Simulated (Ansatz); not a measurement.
# Starting-point dependence of the GW gap of CuBiPbS3 (Aikinite), part 2 of 2

How much of the starting functional survives in the G0W0 gap of CuBiPbS3 (Aikinite)?

Ansatz 0.2.0; G0W0 on several functionals, plane waves, PAW. Known limits of the many-body steps: not at the basis limit; d shell near the gap, gap tends to lie low; no spin-orbit coupling; coarse k mesh.

So far. Step 2 (G0W0 on LDA): The gap on the mesh goes from 0.60 eV to 1.07 eV, a correction of +0.48 eV. Between the two edge states, bare exchange in place of the xc potential would open the gap by 7.26 eV, and correlation takes back 6.79 eV. Step 3 (G0W0 on r2SCAN): Against the run with 2×4×2 mesh, 647 empty bands, screening to 66 eV on LDA, the gap moves by −0.03 eV, while the start moved by +0.26 eV.

In doubt: masses and optical values from hybrid runs of this build are listed as unsure (step 4), which bears on the screening that GW takes from such a start; one-shot GW on d or f shells is unsure, so the values of those runs are not to be relied on.

**4. G0W0 on HSE06**

This step: G0W0 on HSE06, plane waves, PAW.

File input.yaml:

```yaml
crystal:
  lattice:
    - [11.638, 0.0, 0.0]
    - [0.0, 4.039, 0.0]
    - [0.0, 0.0, 11.319]
  atoms:
    - { symbol: Cu, position: [0.2338, 0.25, 0.2085] }
    - { symbol: Cu, position: [0.2662, 0.75, 0.7085] }
    - { symbol: Cu, position: [0.7338, 0.25, 0.2915] }
    - { symbol: Cu, position: [0.7662, 0.75, 0.7915] }
    - { symbol: Bi, position: [0.0189, 0.25, 0.6827] }
    - { symbol: Bi, position: [0.4811, 0.75, 0.1827] }
    - { symbol: Bi, position: [0.5189, 0.25, 0.8173] }
    - { symbol: Bi, position: [0.9811, 0.75, 0.3173] }
    - { symbol: Pb, position: [0.8329, 0.25, 0.0105] }
    - { symbol: Pb, position: [0.6671, 0.75, 0.5105] }
    - { symbol: Pb, position: [0.3329, 0.25, 0.4895] }
    - { symbol: Pb, position: [0.1671, 0.75, 0.9895] }
    - { symbol: S, position: [0.716, 0.25, 0.6986] }
    - { symbol: S, position: [0.784, 0.75, 0.1986] }
    - { symbol: S, position: [0.216, 0.25, 0.8014] }
    - { symbol: S, position: [0.284, 0.75, 0.3014] }
    - { symbol: S, position: [0.0467, 0.25, 0.14] }
    - { symbol: S, position: [0.4533, 0.75, 0.64] }
    - { symbol: S, position: [0.5467, 0.25, 0.36] }
    - { symbol: S, position: [0.9533, 0.75, 0.86] }
    - { symbol: S, position: [0.3775, 0.25, 0.0559] }
    - { symbol: S, position: [0.1225, 0.75, 0.5559] }
    - { symbol: S, position: [0.8775, 0.25, 0.4441] }
    - { symbol: S, position: [0.6225, 0.75, 0.9441] }
kpoints:
  mp_grid: { grid: [2, 4, 2] }
hamiltonian:
  xc: hse06
scf:
  occupations: { method: fixed }
gw:
  n_empty_bands: 647
  ecut_chi: 66
  qp_bands: [v2, c2]
  qp_kpoints: band_edges
  screening: { model: contour_deformation }
```

On the command line:

```bash
$ ansatz run input.yaml --threads 32 --pin off --max-ram 129024MiB --backend cuda --events-out ev --progress --plain --runs-dir out --devices 1 --max-vram 157GiB  # rebuilt from the run's record
```

Numbers of over 12 decimals in the logs are rounded to 6 here.

What it wrote:

```text
GPUs: using 1 of 1 available (devices: 1).
[...]
davidson cushion auto → on  (no smearing: the cushion is to keep the highest requested band from converging to the state above it; pin scf.eigensolver.cushion to override)
[...]
Crystal: 24 atoms, lattice volume = 532.060 Å³
Basis set: ecut = 420 eV, 10407 PW (Γ)
Bands: 159, of which v1, the nominal top of the filled ones, is band 132 counted from 1 (131 counted from 0)
Symmetry: 8 space group operations
[...]
k-points: 12 of 16
[...]
1   132      8.7223   -26.9680     3.4243   -23.9661  0.7521     9.1422     9.1447  root
     1   133     10.2420    -9.4967    -3.0249   -12.7193  0.8033    10.4400    10.4396  root
     1   134     10.2420    -9.4967    -3.0249   -12.7193  0.8033    10.4400    10.4396  root
[...]
11   131      7.8221   -27.2761     3.7960   -23.9127  0.7405     8.2515     8.2547  root
    11   132      7.8221   -27.2761     3.7960   -23.9127  0.7405     8.2515     8.2547  root
    11   133     11.1149    -9.7249    -3.1770   -13.1163  0.7966    11.3299    11.3294  root
    11   134     11.1149    -9.7249    -3.1770   -13.1163  0.7966    11.3299    11.3294  root
```

Wall time 2.1 min (1 × NVIDIA GB200 with 32 threads of Arm Neoverse V2, shared host); peak memory 6.5 GiB.

This step gave:

* bands summed: 779
* RPA ε∞ on this mesh (eigenvalues): 9.494, 10.57, 10.86
* plane waves in the screening matrix: 649
* G0W0 gap on the mesh: 1.195 eV
* k of the valence top: 0, 0, -0.5
* k of the conduction bottom: 0, 0.25, 0
* starting gap on the mesh: 1.436 eV
* least direct G0W0 gap on the computed points: 1.295 eV

Against the run with 2×4×2 mesh, 647 empty bands, screening to 66 eV on r2SCAN, the gap moves by +0.15 eV, while the start moved by +0.58 eV.

**5. Side by side**

All on the 2×4×2 mesh with 647 empty bands and screening to 66 eV. Times are wall times on 1 × NVIDIA GB200 with 32 threads of Arm Neoverse V2, shared host, good to a factor of about two.

```
 start  starting gap (eV)  shift (eV)  G0W0 gap (eV)  RPA ε∞ (harmonic mean)  Z (valence, conduction)     time
   LDA               0.60       +0.48           1.07                   17.40               0.71, 0.77     37 s
r2SCAN               0.86       +0.19           1.05                   12.91               0.71, 0.79     41 s
 HSE06               1.44       −0.24           1.20                   10.27               0.75, 0.80  2.1 min
```

How the two edges are built up, in eV (the quasiparticle level is the starting level plus Σx plus Σc less Vxc):

| run | edge | start | Σx | Σc | Vxc | Z | QP |
| --- | --- | --- | --- | --- | --- | --- | --- |
| LDA | valence top | 9.02 | -28.09 | 3.83 | -24.28 | 0.71 | 9.04 |
| LDA | conduction bottom | 9.62 | -10.24 | -2.95 | -13.68 | 0.77 | 10.11 |
| r2SCAN | valence top | 9.26 | -29.93 | 4.27 | -25.68 | 0.71 | 9.29 |
| r2SCAN | conduction bottom | 10.12 | -10.04 | -2.91 | -13.16 | 0.79 | 10.33 |
| HSE06 | valence top | 8.72 | -26.97 | 3.42 | -23.97 | 0.75 | 9.14 |
| HSE06 | conduction bottom | 10.16 | -9.45 | -2.99 | -12.62 | 0.80 | 10.34 |

For a hybrid start, Vxc holds its share of exact exchange.

**6. Summary of results**

```
G0W0@LDA     : 1.07 eV (start 0.60 eV)
G0W0@r2SCAN  : 1.05 eV (start 0.86 eV)
G0W0@HSE06   : 1.20 eV (start 1.44 eV)
known limits : not at the basis limit; d shell near the gap, gap tends to lie low; no spin-orbit coupling; coarse k mesh
```

What this shows: The starting gaps span 0.84 eV and the G0W0 gaps 0.15 eV. Between LDA and HSE06, 0.12 eV of the 0.84 eV survives, 15 %. The order is not kept throughout: r2SCAN starts 0.26 eV above LDA and ends 0.03 eV below it, so orbitals matter beside the gap. HSE06 screens less than LDA (ε∞ 10.27 against 17.40). Of the 0.12 eV by which its G0W0 gap is higher, the correlation part gives +0.37 eV, and exchange with the one-particle terms, which follow the orbitals, −0.25 eV. On HSE06 the correction is negative: that start lies above its own G0W0 value. The smallest correction, +0.19 eV, is on r2SCAN, the start nearest to reproducing itself, though another is as near within the errors. Bands and cutoff are finite, so the gap is not at the basis limit. The miss can reach some tenths of an eV and take either sign; the mesh is an error of its own. The 2×4×2 mesh is coarse for this cell (its supercell is 16 Å along the shortest edge). The RPA ε∞ on it, from the LDA start, is 16.71, 17.57 and 17.96; such meshes misread the long-range screening, most where the gap is narrow. Where an edge is built on 6p states of lead, bismuth or thallium, scalar-relativistic gaps usually stand too wide, by a few tenths to over one eV. A d shell, filled or nearly so, lies near the gap. One-shot GW converges very slowly in bands there, not always from below, and on a semilocal start the gap tends to come out low; starts rich in exact exchange can overshoot instead. The many-body steps are scalar-relativistic: spin-orbit coupling is not in them.

[Paths, hosts, dates, memory and timing lines, banners, echoed tables and standing remarks are left out of the program output.]

[Logs are printed without paths, hosts, clocks, repeated set-up lines and the standing remarks that a program may print on its own settings, such as how far it seeks lower states.]

[Runs of the session that timed out or met a known fault of the program may be left out.]

[Cells called generated may have been cut or substituted from an entry of the Crystallography Open Database or the Materials Project.]

[Hosts, paths, dates, database ids (printed as entryN), source tags and the programs' standing remarks are cut or masked in the printed files.]
